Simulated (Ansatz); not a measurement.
# The perfect InSb wire along [110], 6 atoms a period, H-terminated

What gap, if any, does the InSb wire along [110], 6 atoms a period, H-terminated have, and how does it change with the functional and under strain?

Calculated with Ansatz 0.2.0; DFT PBE, plane waves, PAW; relaxation of a wire's period; PAW set soft_1, in the first sound run; inputs show where later runs differ.

Most raw output is cut from this account.

**1. The structure**

The cell holds 14 atoms: 3 Sb, 3 In and 8 H. Its edges and angles: a = 13.811 Å, b = 14.395 Å, c = 4.688 Å, α = 90.0°, β = 90.0°, γ = 90.0°. Vacuum lies along a and b. The structure's axis is c.

**2. Relaxation of atoms and period**

Band widths follow the bond lengths, so the wire is relaxed first. The atoms and the third cell vector are free; the box across stays fixed as vacuum. A Fermi-Dirac smearing is set since the result may be a metal. The pressure printed is a third of the stress's trace over the whole box, vacuum included; only the stress along the axis is relaxed.

input.yaml reads:

```yaml
crystal:
  lattice:
    - [13.811, 0.0, 0.0]
    - [0.0, 14.395, 0.0]
    - [0.0, 0.0, 4.6881179593]
  atoms:
    - { symbol: Sb, position: [0.319336976, 0.499994644, 0.0] }
    - { symbol: In, position: [0.439350009, 0.662833058, 0.0] }
    - { symbol: In, position: [0.439350009, 0.337156229, 0.0] }
    - { symbol: H, position: [0.75378658, 0.499994644, 0.189989901] }
    - { symbol: H, position: [0.246180581, 0.499994644, 0.30478521] }
    - { symbol: Sb, position: [0.559363042, 0.662833058, 0.5] }
    - { symbol: Sb, position: [0.559363042, 0.337156229, 0.5] }
    - { symbol: H, position: [0.632519437, 0.762094539, 0.5] }
    - { symbol: H, position: [0.632519437, 0.237894748, 0.5] }
    - { symbol: In, position: [0.679376075, 0.499994644, 0.5] }
    - { symbol: H, position: [0.246180581, 0.499994644, 0.69521479] }
    - { symbol: H, position: [0.75378658, 0.499994644, 0.810010099] }
    - { symbol: H, position: [0.364939504, 0.763796164, 0.0] }
    - { symbol: H, position: [0.364939504, 0.236193123, 0.0] }
kpoints:
  mp_grid: { grid: [1, 1, 18] }
scf:
  occupations: { method: fermi_dirac, width: 0.05 }
hamiltonian:
  xc: pbe
  pseudopotentials: { kind: paw, azcp: { folder: soft_1 } }
relax:
  cell: { fix: [a, b, alpha, beta, gamma] }
  max_steps: 45
  f_tol: 0.03
```

Command:

```bash
$ ansatz run input.yaml --threads 4 --pin off --max-ram 16384MiB --backend cpu --events-out ev --progress --plain --runs-dir out
```

The job ended after 68 s (4 threads of Arm Neoverse V2, shared host; peak memory 1.6 GiB).

Step by step:

| step | energy less that of the first step (eV) | largest force component (eV/Å) | pressure (GPa) | volume (Å³) |
| --- | --- | --- | --- | --- |
| 1 | 0.0000 | 1.3634 | -0.20 | 932.04 |
| 2 | -0.6685 | 0.3333 | -0.01 | 935.68 |
| 3 | -0.7891 | 0.2937 | 0.15 | 944.02 |
| 4 | -0.8086 | 0.0315 | 0.02 | 949.31 |
| 5 | -0.8097 | 0.0102 | 0.01 | 952.29 |
| 6* | -0.8120 | 0.0101 | 0.01 | 952.29 |

Relaxation steps marked * repeat the geometry before them on a plane-wave basis chosen anew for their cell, so energy and pressure can jump there.

Forces are held to the 4 operations that the run works with; a distortion that breaks them can't arise in this run.

| cell as run | before | after | change |
| --- | --- | --- | --- |
| c (Å) | 4.688 | 4.790 | +2.2 % |

The atoms that moved most (Å, along periodic axes as changes of fractional coordinates times the final cell, across vacuum about the mean position):

| atom | dx | dy | dz | length |
| --- | --- | --- | --- | --- |
| Sb1 | 0.294 | 0.000 | 0.000 | 0.294 |
| H5 | 0.148 | 0.000 | -0.197 | 0.247 |
| H11 | 0.148 | 0.000 | 0.197 | 0.247 |
| H9 | -0.184 | 0.163 | 0.000 | 0.246 |
| H8 | -0.184 | -0.163 | 0.000 | 0.246 |
| In10 | 0.241 | 0.000 | 0.000 | 0.241 |
| In2 | 0.017 | 0.231 | 0.000 | 0.231 |
| In3 | 0.017 | -0.231 | 0.000 | 0.231 |

The relaxed structure:

```cif
data_structure
_symmetry_space_group_name_H-M 'P 1'
_symmetry_Int_Tables_number 1
_cell_length_a 13.8110
_cell_length_b 14.3950
_cell_length_c 4.7900
_cell_angle_alpha 90.000
_cell_angle_beta 90.000
_cell_angle_gamma 90.000
_cell_volume 952.29
loop_
_atom_site_label
_atom_site_type_symbol
_atom_site_fract_x
_atom_site_fract_y
_atom_site_fract_z
_atom_site_occupancy
Sb1 Sb 0.34063 0.50000 0.00000 1
In2 In 0.44058 0.67888 0.00000 1
In3 In 0.44058 0.32112 0.00000 1
H4 H 0.74837 0.50000 0.17047 1
H5 H 0.25690 0.50000 0.26357 1
Sb6 Sb 0.55301 0.64992 0.50000 1
Sb7 Sb 0.55301 0.35008 0.50000 1
H8 H 0.61920 0.75080 0.50000 1
H9 H 0.61920 0.24920 0.50000 1
In10 In 0.69685 0.50000 0.50000 1
H11 H 0.25690 0.50000 0.73643 1
H12 H 0.74837 0.50000 0.82953 1
H13 H 0.35869 0.77070 0.00000 1
H14 H 0.35869 0.22930 0.00000 1
```

Numbers from this step:

| Item | Value |
| --- | --- |
| cell length along the wire | 4.790 Å |

The cell's length comes to 4.790 Å with spin left out.

**3. Bands of the perfect wire**

This step: DFT PBE, plane waves, PAW; bands of a perfect wire; PAW set soft_1 (Ansatz 0.2.0).

At the relaxed period the bands are computed along the axis; those that cross an energy going forward count the channels that a perfect wire would open there.

input.yaml reads:

```yaml
crystal:
  lattice:
    - [13.811, 0.0, 0.0]
    - [0.0, 14.395, 0.0]
    - [0.0, 0.0, 4.7899712618]
  atoms:
    - { symbol: Sb, position: [0.340630714, 0.5, 0.0] }
    - { symbol: In, position: [0.440580588, 0.678876944, 0.0] }
    - { symbol: In, position: [0.440580588, 0.321123056, 0.0] }
    - { symbol: H, position: [0.748369984, 0.5, 0.17047318] }
    - { symbol: H, position: [0.256903936, 0.5, 0.263573458] }
    - { symbol: Sb, position: [0.553010609, 0.649918007, 0.5] }
    - { symbol: Sb, position: [0.553010609, 0.350081993, 0.5] }
    - { symbol: H, position: [0.619197569, 0.750796188, 0.5] }
    - { symbol: H, position: [0.619197569, 0.249203812, 0.5] }
    - { symbol: In, position: [0.696846618, 0.5, 0.5] }
    - { symbol: H, position: [0.256903936, 0.5, 0.736426542] }
    - { symbol: H, position: [0.748369984, 0.5, 0.82952682] }
    - { symbol: H, position: [0.358694327, 0.770697052, 0.0] }
    - { symbol: H, position: [0.358694327, 0.229302948, 0.0] }
kpoints:
  mp_grid: { grid: [1, 1, 17] }
  band_path: { path: ["Γ", Z], npoints: 90 }
scf:
  occupations: { method: fermi_dirac, width: 0.05 }
hamiltonian:
  xc: pbe
  pseudopotentials: { kind: paw, azcp: { folder: soft_1 } }
output:
  dos: { e_range: [-5, 4] }
  write_potential: true
  write_density: true
  volumetric_format: npy
```

Elapsed: 84 s, on 4 threads; peak memory 3.1 GiB.

This step gave:

```
band gap : 1.698 eV
```

The electronic bands at the labelled points (eV, zero at the Fermi level):

| point | band 43 | band 44 | band 45 | band 46 | band 47 | band 48 | band 49 | band 50 |
| --- | --- | --- | --- | --- | --- | --- | --- | --- |
| Γ | -1.71 | -1.60 | -1.32 | -0.85 | 0.85 | 0.93 | 1.83 | 2.35 |
| halfway | -2.33 | -1.92 | -1.70 | -1.43 | 2.00 | 2.18 | 2.47 | 2.53 |
| Z | -2.46 | -1.94 | -1.91 | -1.66 | 1.55 | 2.07 | 2.64 | 2.72 |

The gap is 1.70 eV, with spin left out.

On this path the gap is direct, 1.70 eV, with the valence top at Γ and the conduction bottom at Γ.

**4. Levels at the same atoms, cutoff 500 eV, k-mesh 1×1×13**

This step: DFT r2SCAN, plane waves, PAW; bands of a perfect wire at the PBE geometry; PAW set soft_1 (Ansatz 0.2.0).

The atoms stay at the PBE geometry and the functional changes. r2SCAN also reads the kinetic-energy density; it often gives larger moments and wider gaps than PBE, at a higher cost. Against the first PBE run of this kind, the cutoff is 500 eV against 420 and the mesh along the wire has 13 points against 17.

Edit input.yaml of step 3 so:

```diff
@@ -21,3 +21,3 @@
 kpoints:
-  mp_grid: { grid: [1, 1, 17] }
+  mp_grid: { grid: [1, 1, 13] }
   band_path: { path: ["Γ", Z], npoints: 90 }
@@ -26,8 +26,3 @@
 hamiltonian:
-  xc: pbe
+  xc: r2scan
   pseudopotentials: { kind: paw, azcp: { folder: soft_1 } }
-output:
-  dos: { e_range: [-5, 4] }
-  write_potential: true
-  write_density: true
-  volumetric_format: npy
```

Run time: 2.6 min. Hardware: 4 threads; peak memory 5 GiB; 10 min of CPU time.

This step gave:

```yaml
band_gap: 1.981 eV
```

The gap is 1.98 eV, against 1.70 eV under PBE at the relaxed period.

**5. Levels at the same atoms, level HSE06, cutoff 420 eV**

This step: DFT HSE06, plane waves, PAW; levels of a perfect wire at the PBE geometry; PAW set soft_1 (Ansatz 0.2.0).

The atoms stay at the PBE geometry and the functional changes. HSE06 mixes in a quarter of short-range exact exchange, which removes part of the self-interaction that closes gaps; it is dear, so the mesh is thinner and no path is run. Against the first PBE run of this kind, the mesh along the wire has 7 points against 17.

Edit input.yaml of step 4 so:

```diff
@@ -21,4 +21,3 @@
 kpoints:
-  mp_grid: { grid: [1, 1, 13] }
-  band_path: { path: ["Γ", Z], npoints: 90 }
+  mp_grid: { grid: [1, 1, 7] }
 scf:
@@ -26,3 +25,3 @@
 hamiltonian:
-  xc: r2scan
+  xc: hse06
   pseudopotentials: { kind: paw, azcp: { folder: soft_1 } }
```

Wall time 2.3 min (4 threads); peak memory 2.3 GiB.

This step gave:

* band gap: 2.466 eV

The gap is 2.47 eV, against 1.70 eV under PBE at the relaxed period.

**6. With spin-orbit coupling, k-mesh 1×1×11**

This step: DFT PBE, plane waves, fully relativistic PAW; bands of a perfect wire with spin-orbit coupling; PAW set soft_1 (Ansatz 0.2.0).

Spin-orbit coupling mixes the spins and splits bands that cross or touch without it, so it can open or close channels. Fully relativistic datasets take the place of the scalar ones. Against the first PBE run of this kind, the mesh along the wire has 11 points against 17.

Edit input.yaml of step 5 so:

```diff
@@ -21,3 +21,4 @@
 kpoints:
-  mp_grid: { grid: [1, 1, 7] }
+  mp_grid: { grid: [1, 1, 11] }
+  band_path: { path: ["Γ", Z], npoints: 90 }
 scf:
@@ -25,3 +26,6 @@
 hamiltonian:
-  xc: hse06
-  pseudopotentials: { kind: paw, azcp: { folder: soft_1 } }
+  xc: pbe
+  pseudopotentials: { kind: paw_fr, azcp: { folder: soft_1 } }
+magnetization:
+  noncollinear: true
+  spin_orbit: true
```

Elapsed: 13 min, on 4 threads; peak memory 11 GiB; 50 min of CPU time.

Numbers from this step:

* band gap: 1.686 eV

The gap is 1.69 eV, against 1.70 eV under PBE at the relaxed period, with no moment.

**7. All levels side by side**

Times are for 4 threads of Arm Neoverse V2, shared host. The runs compared:

| no. | run | band gap (eV) | time | memory (GiB) |
| --- | --- | --- | --- | --- |
| 1 | lead | 1.698 | 84 s | 3.1 |
| 2 | levels | 1.981 | 2.6 min | 5.0 |
| 3 | levels | 2.466 | 2.3 min | 2.3 |
| 4 | SOC | 1.686 | 13 min | 11 |

**8. At a strained period, period over the relaxed period 0.97, k-mesh 1×1×13**

This step: DFT PBE, plane waves, PAW; relaxation at a fixed period; PAW set soft_1 (Ansatz 0.2.0).

The period is set to 0.97 times the relaxed one and the atoms relax within it: strain changes bond lengths and angles, which shifts the bands against each other. Against the first PBE run of this kind, the mesh along the wire has 13 points against 17.

The cell differs from the one that the last finished run ended in (c 4.790 → 4.646 Å).

Edit input.yaml of step 6 so:

```diff
@@ -4,3 +4,3 @@
     - [0.0, 14.395, 0.0]
-    - [0.0, 0.0, 4.7899712618]
+    - [0.0, 0.0, 4.6462721239]
   atoms:
@@ -21,3 +21,3 @@
 kpoints:
-  mp_grid: { grid: [1, 1, 11] }
+  mp_grid: { grid: [1, 1, 13] }
   band_path: { path: ["Γ", Z], npoints: 90 }
@@ -27,5 +27,7 @@
   xc: pbe
-  pseudopotentials: { kind: paw_fr, azcp: { folder: soft_1 } }
-magnetization:
-  noncollinear: true
-  spin_orbit: true
+  pseudopotentials: { kind: paw, azcp: { folder: soft_1 } }
+relax:
+  max_steps: 40
+  f_tol: 0.02
+output:
+  stress: true
```

The job ended after 92 s (4 threads; peak memory 3.1 GiB; 6.1 min of CPU time).

Step by step:

| step | energy less that of the first step (eV) | largest force component (eV/Å) |
| --- | --- | --- |
| 1 | 0.0000 | 0.4341 |
| 2 | 0.1333 | 0.8433 |
| 3 | -0.0430 | 0.0423 |
| 4 | -0.0433 | 0.0263 |
| 5 | -0.0438 | 0.0059 |

Relaxation step 2 was tried and not accepted.

The run keeps the 4 symmetry operations that it works with, so distortions that break them were not tested.

The atoms that moved most (Å):

| atom | dx | dy | dz | length |
| --- | --- | --- | --- | --- |
| H4 | 0.037 | 0.000 | -0.047 | 0.060 |
| H12 | 0.037 | 0.000 | 0.047 | 0.060 |
| H11 | -0.021 | 0.000 | -0.034 | 0.040 |
| H5 | -0.021 | 0.000 | 0.034 | 0.040 |
| H13 | -0.035 | -0.003 | 0.000 | 0.035 |
| H14 | -0.035 | 0.003 | 0.000 | 0.035 |
| In10 | 0.031 | 0.000 | 0.000 | 0.031 |
| In3 | -0.029 | -0.006 | 0.000 | 0.029 |

The relaxed structure:

```xyz
14
Lattice="13.8110 0.0000 0.0000 0.0000 14.3950 0.0000 0.0000 0.0000 4.6463" Properties=species:S:1:pos:R:3
Sb    4.6873    7.1975    0.0000
In    6.0560    9.7779    0.0000
In    6.0560    4.6171    0.0000
H    10.3725    7.1975    0.7446
H     3.5271    7.1975    1.2586
Sb    7.6637    9.3512    2.3231
Sb    7.6637    5.0438    2.3231
H     8.5671   10.8102    2.3231
H     8.5671    3.5848    2.3231
In    9.6553    7.1975    2.3231
H     3.5271    7.1975    3.3877
H    10.3725    7.1975    3.9016
H     4.9187   11.0914    0.0000
H     4.9187    3.3036    0.0000
```

This step gave:

```
band gap : 1.595 eV
```

The electronic bands at the labelled points (eV, zero at the Fermi level):

| point | band 43 | band 44 | band 45 | band 46 | band 47 | band 48 | band 49 | band 50 |
| --- | --- | --- | --- | --- | --- | --- | --- | --- |
| Γ | -1.93 | -1.74 | -1.38 | -0.80 | 0.80 | 0.92 | 1.55 | 2.06 |
| halfway | -2.60 | -2.18 | -2.01 | -1.65 | 1.73 | 1.95 | 2.28 | 2.32 |
| Z | -2.77 | -2.20 | -2.18 | -1.91 | 1.22 | 1.78 | 2.32 | 2.42 |

The gap is 1.59 eV, against 1.70 eV under PBE at the relaxed period.

**9. Strain along the wire, period over the relaxed period 0.94, k-mesh 1×1×14**

The period is set to 0.94 times the relaxed one and the atoms relax within it: strain changes bond lengths and angles, which shifts the bands against each other. Against the first PBE run of this kind, the mesh along the wire has 14 points against 17.

The cell differs from the one that the last finished run ended in (c 4.646 → 4.503 Å).

Edit input.yaml of step 8 so:

```diff
@@ -4,3 +4,3 @@
     - [0.0, 14.395, 0.0]
-    - [0.0, 0.0, 4.6462721239]
+    - [0.0, 0.0, 4.5025729861]
   atoms:
@@ -21,3 +21,3 @@
 kpoints:
-  mp_grid: { grid: [1, 1, 13] }
+  mp_grid: { grid: [1, 1, 14] }
   band_path: { path: ["Γ", Z], npoints: 90 }
```

Wall time 1.8 min (4 threads); peak memory 3 GiB; 6.8 min of CPU time.

The steps of the relaxation:

| step | energy less that of the first step (eV) | largest force component (eV/Å) |
| --- | --- | --- |
| 1 | 0.0000 | 0.9310 |
| 2 | 0.1555 | 1.2990 |
| 3 | -0.1818 | 0.1248 |
| 4 | -0.1884 | 0.0373 |
| 5 | -0.1885 | 0.0232 |
| 6 | -0.1842 | 0.0950 |
| 7 | -0.1892 | 0.0042 |

Relaxation steps 2, 6 were tried and not accepted.

The run keeps the 4 symmetry operations that it works with, so distortions that break them were not tested.

The atoms that moved most (Å):

| atom | dx | dy | dz | length |
| --- | --- | --- | --- | --- |
| H4 | 0.079 | 0.000 | -0.102 | 0.129 |
| H12 | 0.079 | 0.000 | 0.102 | 0.129 |
| H5 | -0.041 | 0.000 | 0.068 | 0.079 |
| H11 | -0.041 | 0.000 | -0.068 | 0.079 |
| H13 | -0.074 | -0.009 | 0.000 | 0.074 |
| H14 | -0.074 | 0.009 | 0.000 | 0.074 |
| In10 | 0.068 | 0.000 | 0.000 | 0.068 |
| In2 | -0.058 | 0.010 | 0.000 | 0.059 |

The relaxed structure:

```xyz
14
Lattice="13.8110 0.0000 0.0000 0.0000 14.3950 0.0000 0.0000 0.0000 4.5026" Properties=species:S:1:pos:R:3
Sb    4.6706    7.1975    0.0000
In    6.0270    9.7828    0.0000
In    6.0270    4.6122    0.0000
H    10.4152    7.1975    0.6659
H     3.5074    7.1975    1.2547
Sb    7.6924    9.3473    2.2513
Sb    7.6924    5.0477    2.2513
H     8.5727   10.8203    2.2513
H     8.5727    3.5747    2.2513
In    9.6926    7.1975    2.2513
H     3.5074    7.1975    3.2478
H    10.4152    7.1975    3.8367
H     4.8799   11.0856    0.0000
H     4.8799    3.3094    0.0000
```

This step gave:

```yaml
band_gap: 1.336 eV
```

Electronic bands along the path, in eV, zero at the Fermi level:

| point | band 43 | band 44 | band 45 | band 46 | band 47 | band 48 | band 49 | band 50 |
| --- | --- | --- | --- | --- | --- | --- | --- | --- |
| Γ | -2.30 | -1.73 | -1.41 | -0.67 | 0.67 | 0.87 | 1.26 | 1.75 |
| halfway | -2.87 | -2.45 | -2.34 | -1.84 | 1.44 | 1.69 | 1.98 | 2.05 |
| Z | -3.09 | -2.51 | -2.43 | -2.15 | 0.86 | 1.45 | 1.98 | 2.08 |

The gap is 1.34 eV, against 1.70 eV under PBE at the relaxed period.

**10. Outcome**

| Property | Result |
| --- | --- |
| cell length, PBE | 4.790 Å |
| gap, PBE | 1.70 eV |
| gap, r2SCAN | 1.98 eV |
| gap, HSE06 | 2.47 eV |
| gap, with spin-orbit coupling | 1.69 eV |
| gap, period scaled by 0.97 | 1.59 eV |
| gap, period scaled by 0.94 | 1.34 eV |

Under PBE the cell's length is 4.79 Å, and a gap of 1.70 eV makes it a semiconductor. At the relaxed period the wire is gapped under every functional, from 1.70 eV (PBE) to 2.47 eV (HSE06). Weak screening in one dimension makes quasiparticle gaps larger than the semilocal gaps, as a rule. Strain matters: under PBE the gap goes from 1.70 eV to 1.34 eV at 0.94 times the period and 1.59 eV at 0.97 times the period. Plain hydrogen on a compound's surface is a simple closure: it may leave surface states, and facets that end in unlike atoms put a field across the wire, both of which shrink the gap. A hybrid's gap is read on a coarse mesh, without a band path.

[Logs are printed without paths, hosts, clocks, repeated set-up lines and the standing remarks that a program may print on its own settings, such as how far it seeks lower states.]

[Hosts, paths, dates, database ids (printed as entryN), source tags and the programs' standing remarks are cut or masked in the printed files.]
